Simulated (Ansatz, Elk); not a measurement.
**Bonding as seen by X-rays: Ni2Bi**

Structure refinements treat a crystal as free atoms side by side. For a made-up structure of Ni2Bi (cell and positions from a PBE relaxation) the runs below show what the calculated density changes in F(hkl).

Calculated with Elk 11.2.3 (patched build); DFT, PBE, all-electron APW+lo, Dirac cores, scalar-relativistic bands, static density, no spin.

The structure was built from a prototype and need not be the compound's stable phase.

## 1. The structure

Symmetry: P-3m1, No. 164, trigonal system. The conventional cell has a = 4.011 Å, b = 4.011 Å, c = 3.599 Å, α = 90.00°, β = 90.00°, γ = 120.00°. Nearest to Bi lie 6 Ni at 2.76 Å. Ni has 3 Ni at 2.39 Å and 3 Bi at 2.76 Å nearest. Farther neighbours are not listed.

## 2. Ground state and structure factors

An all-electron density is needed, since X-rays see the cores too. Task 0 finds the density and task 195 Fourier-transforms it; tshift is off so that phases refer to the origin typed.

File elk.in:

```
tasks
  0
  195

xctype
  20

spinpol
  .false.

rgkmax
  7.0

gmaxvr
  14.0

lmaxo
  7

lmaxapw
  8

swidth
  0.002

tshift
  .false.

ramdisk
  .false.

hmaxvr
  5.5

maxscl
  120

epspot
  1e-06

sppath
  './'

avec
  7.57933313963 0.00000000000 0.00000000000
  -3.78966656981 6.56389504266 -0.00000000000
  0.00000000000 -0.00000000000 6.80158603971

atoms
  2
  'Bi.in'
  1
  -0.0000000000 -0.0000000000 0.0000000000   0.000000 0.000000 0.000000
  'Ni.in'
  2
  0.6666666667 0.3333333333 0.4154104893   0.000000 0.000000 0.000000
  0.3333333333 0.6666666667 0.5845895107   0.000000 0.000000 0.000000

ngridk
  7 7 6
```

Command:

```console
$ OMP_NUM_THREADS=4 elk
```

Numbers of over 12 decimals in the logs are rounded to 6 here.

The program printed:

```text
┌─────────────────────────┐
│ Elk code version 11.2.3 │
└─────────────────────────┘

All units are atomic (Hartree, Bohr, etc.)

┌─────────────────────────────────────────────────┐
│ Ground-state run starting from atomic densities │
└─────────────────────────────────────────────────┘

Lattice vectors :
   7.579333140       0.000000000       0.000000000
  -3.789666570       6.563895043      -0.000000000
   0.000000000      -0.000000000       6.801586040

Reciprocal lattice vectors :
  0.8289891988      0.4786171371       0.000000000
  -0.000000000      0.9572342742       0.000000000
  -0.000000000       0.000000000      0.9237823752

Unit cell volume      :    338.3785465
Brillouin zone volume :   0.7330553784

Muffin-tin inner radius fraction :   0.1000000000E-01

Nuclei treated as point charges

Species : 1 (Bi)
 parameters loaded from : Bi.in
 name : bismuth
 nuclear charge    :   -83.00000000
 electronic charge :    83.00000000
 atomic mass :    380947.9285
 muffin-tin radius :    2.800000000
 number of radial points in muffin-tin :   1393
 inner part over the whole radius :   0.9976520004E-02
 number on inner part of muffin-tin    :   1001
 approximate nuclear radius :   0.1052171418E-03
 number of mesh points to nuclear radius :    526
 atomic positions (lattice), magnetic fields (Cartesian) :
  1 :   0.00000000  0.00000000  0.00000000    0.00000000  0.00000000  0.00000000

Species : 2 (Ni)
 parameters loaded from : Ni.in
 name : nickel
 nuclear charge    :   -28.00000000
 electronic charge :    28.00000000
 atomic mass :    106991.5231
 muffin-tin radius :    2.237346189
 number of radial points in muffin-tin :    993
 inner part over the whole radius :   0.9993529640E-02
 number on inner part of muffin-tin    :    700
 approximate nuclear radius :   0.7325707712E-04
 number of mesh points to nuclear radius :    336
 atomic positions (lattice), magnetic fields (Cartesian) :
  1 :  -0.33333333  0.33333333  0.41541049    0.00000000  0.00000000  0.00000000
  2 :   0.33333333 -0.33333333 -0.41541049    0.00000000  0.00000000  0.00000000

Total number of atoms per unit cell :    3
Total muffin-tin volume :    185.7772357
 ratio of muffin-tin to unit cell volume :   0.5490219093

Spin treatment :
 spin-unpolarised

Number of Bravais lattice symmetries :   24
Number of crystal symmetries         :   12
Crystal has inversion symmetry
Real symmetric eigensolver will be used

k-point grid :      7     7     6
k-point offset :    0.000000000       0.000000000       0.000000000
k-point set is reduced with full crystal symmetry group
Total number of k-points :       40

Muffin-tin radius times maximum |G+k| :    7.000000000
 using average radius
Maximum |G+k| for APW functions       :    2.886720002
Maximum (1/2)|G+k|²                   :    4.166576186
Maximum |G| for potential and density :    14.00000000
Constant for pseudocharge density :   10
 order of it for each species :   17  17
 order of it for pair densities of each species (exact exchange by exxq0 0: 18) :   13   8
Radial integration step length :    1

G-vector grid sizes :     35    35    32
Number of G-vectors :    15619

Maximum angular momentum used for
 APW functions            :    8
 outer part of muffin-tin :    7
 inner part of muffin-tin :    2

Total nuclear charge    :   -139.0000000
Total core charge       :    92.00000000
Total valence charge    :    47.00000000
Total excess charge     :    0.000000000
Total electronic charge :    139.0000000

Effective Wigner radius, rₛ :   0.8345130587

Number of empty states         :     12
Total number of valence states :     36
Total number of core states    :     92

Third-order local-orbitals added for an l without core states : T
Total number of local-orbitals :     59

Exchange-correlation functional :     20     0     0
 Perdew-Burke-Ernzerhof, Phys. Rev. Lett. 77, 3865 (1996)
 gradient requirement :    1
 generalised gradient approximation (GGA)

Smearing type :    3
 Fermi-Dirac
Smearing width :   0.2000000000E-02
[...]
correlation                 :     -7.811638
 electron entropic           :    -0.48472887025631E-03
 total energy                :     -24624.580703193

Density of states at Fermi energy :    38.03002738
 (states/Hartree/unit cell)

Estimated indirect band gap :   0.2523849127E-02
 from k-point 4 to k-point 17
Estimated direct band gap   :   0.2096997410E-01
 at k-point 32

Charges :
 core                        :    92.00000000
 valence                     :    47.00000000
 interstitial                :    3.312292780
 muffin-tins (core leakage)
  species : 1 (Bi)
   atom 1                    :    80.60601752     (  0.7317069227E-03)
  species : 2 (Ni)
   atom 1                    :    27.54084485     (  0.6384447955E-03)
   atom 2                    :    27.54084485     (  0.6384447955E-03)
 total in muffin-tins        :    135.6877072
 total calculated charge     :    138.9969759
 total charge                :    139.0000000
 error                       :   0.3024125846E-02

RMS change in Kohn-Sham potential (target) :   0.5567488928     (  0.1000000000E-05)
Absolute change in total energy (target)   :    1.258893961     (  0.1000000000E-03)

[... loops 3 to 17 left out ...]

┌──────────────────┐
│ Loop number : 18 │
└──────────────────┘

Energies :
 Fermi                       :     0.289974
 sum of occupied eigenvalues :     -15115.502784122
 electron kinetic            :      28336.494664755
 core electron kinetic       :      27871.149564367
 Coulomb                     :     -52433.647458373
 Coulomb potential           :     -42764.734986131
 nuclear-nuclear             :     -2242.5567219293
 electron-nuclear            :     -57668.409076817
 Hartree                     :      7477.3183403739
 Madelung                    :     -31051.279965307
 xc potential                :     -687.26246274650
 exchange                    :     -518.20349383451
 correlation                 :     -7.805742
 electron entropic           :    -0.98052564363723E-03
 total energy                :     -24623.163009742

Density of states at Fermi energy :    74.81651480
 (states/Hartree/unit cell)

Estimated indirect band gap :   0.7414667643E-03
 from k-point 25 to k-point 30
Estimated direct band gap   :   0.1512092228E-01
 at k-point 32

Charges :
 core                        :    92.00000000
 valence                     :    47.00000000
 interstitial                :    3.842574144
 muffin-tins (core leakage)
  species : 1 (Bi)
[...]
species : 2 (Ni)
[...]
total in muffin-tins        :    135.1574259
 total calculated charge     :    138.9971089
 total charge                :    139.0000000
 error                       :   0.2891110418E-02

RMS change in Kohn-Sham potential (target) :   0.6520865250E-07 (  0.1000000000E-05)
Absolute change in total energy (target)   :   0.2635004785E-04 (  0.1000000000E-03)

Convergence targets achieved

┌──────────────────┐
│ Loop number : 19 │
└──────────────────┘

Energies :
 Fermi                       :     0.289974
 sum of occupied eigenvalues :     -15115.502789215
 electron kinetic            :      28336.494655826
 core electron kinetic       :      27871.149559314
 Coulomb                     :     -52433.647454925
 Coulomb potential           :     -42764.734985374
 nuclear-nuclear             :     -2242.5567219293
 electron-nuclear            :     -57668.409070763
 Hartree                     :      7477.3183377676
 Madelung                    :     -31051.279962238
 xc potential                :     -687.26245966738
 exchange                    :     -518.20349363394
 correlation                 :     -7.805742
 electron entropic           :    -0.98052579067489E-03
 total energy                :     -24623.163015026

Density of states at Fermi energy :    74.81652703
 (states/Hartree/unit cell)

Estimated indirect band gap :   0.7414667039E-03
 from k-point 25 to k-point 30
Estimated direct band gap   :   0.1512092042E-01
 at k-point 32

Charges :
 core                        :    92.00000000
 valence                     :    47.00000000
 interstitial                :    3.842574266
 muffin-tins (core leakage)
  species : 1 (Bi)
   atom 1                    :    81.33625021     (  0.6816608330E-03)
  species : 2 (Ni)
   atom 1                    :    26.91058776     (  0.6674311912E-03)
   atom 2                    :    26.91058776     (  0.6674311912E-03)
 total in muffin-tins        :    135.1574257
 total calculated charge     :    138.9971089
 total charge                :    139.0000000
 error                       :   0.2891110321E-02

┌──────────────────────────────┐
│ Self-consistent loop stopped │
└──────────────────────────────┘

Warning : core states of species 1 leak from the muffin-tin :   0.6816608330E-03

Warning : core states of species 2 leak from the muffin-tin :   0.6674311912E-03

Wrote STATE.OUT
```

Run time: 18 s. Hardware: 4 threads of Arm Neoverse V2, shared host; peak memory 0.16 GiB.

SFACRHO.OUT:

```text

h k l indices transformed by vhmat matrix:
   1.000000000       0.000000000       0.000000000    
   0.000000000       1.000000000       0.000000000    
   0.000000000       0.000000000       1.000000000    

      h      k      l  multipl.   |H|            Re(F)            Im(F)           |F|

      0      0      0      1   0.0000000       139.00000     -0.14139566E-16   139.00000    
      0      0      1      2  0.92378238       32.747157      -0.0000000       32.747157    
      1      0      0      6  0.95723427       50.345304      0.46959457E-14   50.345304    
      1     -1     -1      6   1.3302899       108.78229      -0.0000000       108.78229    
      1      0     -1      6   1.3302899       69.788164      -0.0000000       69.788164    
     -1     -1      0      6   1.6579784       106.92978      0.18107426E-13   106.92978    
      0      0      2      2   1.8475648       82.864677      -0.0000000       82.864677    
      2     -1      1     12   1.8979637       30.563757      -0.0000000       30.563757    
     -2      2      0      6   1.9144685       44.294714      -0.0000000       44.294714    
      1     -1      2      6   2.0808155       80.151374      -0.0000000       80.151374    
      1     -1     -2      6   2.0808155       25.143525      -0.0000000       25.143525    
      2     -2     -1      6   2.1256913       60.703848      -0.0000000       60.703848    
      2      0     -1      6   2.1256913       92.292541     -0.12913851E-13   92.292541    
     -2      1      2     12   2.4824157       73.182637      -0.0000000       73.182637    
     -3      1      0     12   2.5326038       40.666650      -0.0000000       40.666650    
      0      2     -2      6   2.6605799       71.551648     -0.46959457E-14   71.551648    
      0     -2     -2      6   2.6605799       24.501138     -0.27662055E-13   24.501138    
      3     -2     -1     12   2.6958220       82.042026      -0.0000000       82.042026
```

Elk indexes on the primitive cell of elk.in and gives |H| = 4π sin θ/λ in inverse bohr. Below, one row stands for each form hkl of the conventional cell (m members, Friedel mates merged), F is for one primitive cell and the density is static (no thermal factor). Free-atom factors are Waasmaier and Kirfel's, and R is Σm||F|−|F'||/Σm|F|.

```tsv
hkl	m	sin θ/λ (Å⁻¹)	abs F, DFT	neutral atoms	diff.
001	2	0.139	32.747	33.259	-0.512
100	6	0.144	50.345	50.678	-0.333
101	6	0.200	108.782	108.738	+0.044
011	6	0.200	69.788	69.852	-0.064
110	6	0.249	106.930	107.102	-0.172
002	2	0.278	82.865	82.981	-0.116
111	12	0.285	30.564	30.418	+0.146
200	6	0.288	44.295	44.211	+0.084
012	6	0.313	80.151	80.250	-0.099
102	6	0.313	25.143	24.943	+0.201
201	6	0.320	60.704	60.712	-0.008
021	6	0.320	92.293	92.403	-0.110
112	12	0.373	73.183	73.212	-0.029
210	12	0.381	40.667	40.672	-0.005
202	6	0.400	71.552	71.551	+0.001
022	6	0.400	24.501	24.430	+0.071
211	12	0.405	82.042	82.043	-0.001
121	12	0.405	54.995	54.980	+0.015
```

## 3. The highest occupied states alone

An energy window below the Fermi level keeps the highest occupied states, to see at which angles they scatter; shallow core shells can lie inside it and anion s states outside. No new self-consistency is needed.

elk.in: that of step 2 with these lines changed.

```diff
@@ -1,3 +1,2 @@
 tasks
-  0
   195
@@ -40,2 +39,5 @@
 
+wsfac
+  -0.261270 0.589970
+
 sppath
```

Command:

```console
$ OMP_NUM_THREADS=4 elk
```

The program printed:

```text
┌─────────────────────────────────┐
│ Elk code version 11.2.3 started │
└─────────────────────────────────┘

Info(readinput): the functional depends on the density's gradient
 muffin-tin radial points multiplied by    2.00000
 (not where nrmtscf is given)

┌────────────────────┐
│ Current task : 195 │
└────────────────────┘
Info(checkmt): changed muffin-tin radius of species 2 (Ni) from   2.4000 to   2.2373

Info(sfacrho): density structure factors written to SFACRHO.OUT

 Energy window :  -0.2612700000      0.5899700000

┌──────────────────┐
│ Elk code stopped │
└──────────────────┘
```

Wall time 4.5 s (4 threads); peak memory 0.16 GiB.

States within 15 eV below the Fermi level hold 25.00 electrons; any levels below the window count with the cores. Their amplitudes can exceed the total, where window and core parts have opposite phase:

```tsv
hkl	sin θ/λ (Å⁻¹)	abs F, window	abs F, all
001	0.139	11.348	32.747
100	0.144	5.954	50.345
101	0.200	10.493	108.782
011	0.200	0.246	69.788
110	0.249	9.467	106.930
002	0.278	4.000	82.865
111	0.285	7.254	30.564
200	0.288	4.224	44.295
012	0.313	3.632	80.151
102	0.313	7.496	25.143
```

## 4. Another functional

The difference from free atoms is small, so it is set against the change that PBEsol makes.

elk.in: that of step 3 with these lines changed.

```diff
@@ -1,2 +1,3 @@
 tasks
+  0
   195
@@ -4,3 +5,3 @@
 xctype
-  20
+  22
 
@@ -39,5 +40,2 @@
 
-wsfac
-  -0.261270 0.589970
-
 sppath
```

Command:

```console
$ OMP_NUM_THREADS=4 elk
```

The program printed:

```text
┌─────────────────────────┐
│ Elk code version 11.2.3 │
└─────────────────────────┘

All units are atomic (Hartree, Bohr, etc.)

┌─────────────────────────────────────────────────┐
│ Ground-state run starting from atomic densities │
└─────────────────────────────────────────────────┘

Lattice vectors :
   7.579333140       0.000000000       0.000000000
  -3.789666570       6.563895043      -0.000000000
   0.000000000      -0.000000000       6.801586040

Reciprocal lattice vectors :
  0.8289891988      0.4786171371       0.000000000
[...]
species : 2 (Ni)
   atom 1                    :    26.90678284     (  0.6803558332E-03)
   atom 2                    :    26.90678284     (  0.6803558332E-03)
 total in muffin-tins        :    135.1538126
 total calculated charge     :    138.9970722
 total charge                :    139.0000000
 error                       :   0.2927809102E-02

┌──────────────────────────────┐
│ Self-consistent loop stopped │
└──────────────────────────────┘

Warning : core states of species 1 leak from the muffin-tin :   0.6865389730E-03

Warning : core states of species 2 leak from the muffin-tin :   0.6803558332E-03

Wrote STATE.OUT
[key lines of the parts left out:]
total energy                :     -24614.886170888
```

It took 18 s on 4 threads; peak memory 0.16 GiB.

Against the first run R = 0.01 %; the largest change is -0.022 at 110.

## 5. A coarser k-mesh

About half the k-points along each axis test the sampling.

elk.in: that of step 4 with these lines changed.

```diff
@@ -5,3 +5,3 @@
 xctype
-  22
+  20
 
@@ -59,2 +59,2 @@
 ngridk
-  7 7 6
+  4 4 3
```

Command:

```console
$ OMP_NUM_THREADS=4 elk
```

The program printed:

```text
┌─────────────────────────┐
│ Elk code version 11.2.3 │
└─────────────────────────┘

All units are atomic (Hartree, Bohr, etc.)

┌─────────────────────────────────────────────────┐
│ Ground-state run starting from atomic densities │
└─────────────────────────────────────────────────┘

Lattice vectors :
   7.579333140       0.000000000       0.000000000
  -3.789666570       6.563895043      -0.000000000
   0.000000000      -0.000000000       6.801586040

Reciprocal lattice vectors :
  0.8289891988      0.4786171371       0.000000000
[...]
species : 2 (Ni)
   atom 1                    :    26.90938529     (  0.6675740521E-03)
   atom 2                    :    26.90938529     (  0.6675740521E-03)
 total in muffin-tins        :    135.1555490
 total calculated charge     :    138.9970594
 total charge                :    139.0000000
 error                       :   0.2940626258E-02

┌──────────────────────────────┐
│ Self-consistent loop stopped │
└──────────────────────────────┘

Warning : core states of species 1 leak from the muffin-tin :   0.6813698567E-03

Warning : core states of species 2 leak from the muffin-tin :   0.6675740521E-03

Wrote STATE.OUT
[key lines of the parts left out:]
total energy                :     -24623.167762517
```

Wall time 9.5 s (4 threads); peak memory 0.16 GiB.

Against the first run R = 0.01 %; the largest change is -0.014 at 052.

## 6. Basis size

A smaller basis shows how fast F responds to it; the change is likely larger than the basis error of the first run, but doesn't show convergence.

elk.in: that of step 5 with these lines changed.

```diff
@@ -11,3 +11,3 @@
 rgkmax
-  7.0
+  5.5
 
@@ -59,2 +59,2 @@
 ngridk
-  4 4 3
+  7 7 6
```

Command:

```console
$ OMP_NUM_THREADS=4 elk
```

The program printed:

```text
┌─────────────────────────┐
│ Elk code version 11.2.3 │
└─────────────────────────┘

All units are atomic (Hartree, Bohr, etc.)

┌─────────────────────────────────────────────────┐
│ Ground-state run starting from atomic densities │
└─────────────────────────────────────────────────┘

Lattice vectors :
   7.579333140       0.000000000       0.000000000
  -3.789666570       6.563895043      -0.000000000
   0.000000000      -0.000000000       6.801586040

Reciprocal lattice vectors :
  0.8289891988      0.4786171371       0.000000000
[...]
species : 2 (Ni)
   atom 1                    :    26.82979194     (  0.6662919611E-03)
   atom 2                    :    26.82979194     (  0.6662919611E-03)
 total in muffin-tins        :    134.9873711
 total calculated charge     :    138.9979608
 total charge                :    139.0000000
 error                       :   0.2039231575E-02

┌──────────────────────────────┐
│ Self-consistent loop stopped │
└──────────────────────────────┘

Warning : core states of species 1 leak from the muffin-tin :   0.6834534906E-03

Warning : core states of species 2 leak from the muffin-tin :   0.6662919611E-03

Wrote STATE.OUT
[key lines of the parts left out:]
total energy                :     -24622.975416495
```

It took 17 s on 4 threads; peak memory 0.16 GiB; 52 s of CPU time.

Against the first run R = 0.02 %; the largest change is -0.087 at 022.

## 7. Settings against the effect

```tsv
run	R against the first run (%)	R against neutral atoms, low angle (%)	wall time
PBE, rgkmax 7	0.00	0.25	18 s
PBEsol	0.01	0.26	18 s
k-mesh 4×4×3	0.01	0.25	9.5 s
rgkmax 5.5	0.02	0.25	17 s
```

## 8. Results

| Property | Result |
| --- | --- |
| R against neutral atoms, sin θ/λ < 0.3 Å⁻¹ | 0.25 % |
| R against neutral atoms, 0.3 to 0.82 Å⁻¹ | 0.11 % |

Independent neutral atoms miss the calculated amplitudes by R = 0.25 % below 0.3 Å⁻¹ and 0.11 % from there to 0.82 Å⁻¹; by shells, 0.82 % below 0.15 Å⁻¹ (2 forms), 0.17 % 0.15 to 0.3 (6 forms), 0.08 % 0.3 to 0.45 (14 forms), 0.11 % above 0.45 (86 forms). Bonding, aspherical density and the tables' own atoms all enter these figures, and the runs don't part them. The largest change of an amplitude is -0.51 electrons, at 001. The window's part falls from 25.0 electrons at the origin to at most 3.61 between 0.45 and 0.82 Å⁻¹, where compact states inside the window still scatter. Below 0.3 Å⁻¹ the changes that finished (PBEsol, k-mesh 4×4×3 and rgkmax 5.5) move F by R = 0.04 % at most, against the 0.25 % that separates it from free atoms. These runs have no spin, though d or f shells may be open. Spin-orbit coupling is left out, which can matter for elements this heavy. Part of the difference isn't bonding: the tables are fits to free atoms and ions calculated by other methods than this functional. Thermal motion, anomalous dispersion and extinction are left out.

[Logs are printed without paths, hosts, clocks, repeated set-up lines and the standing remarks that a program may print on its own settings, such as how far it seeks lower states.]

[Hosts, paths, dates, database ids (printed as entryN), source tags and the programs' standing remarks are cut or masked in the printed files.]
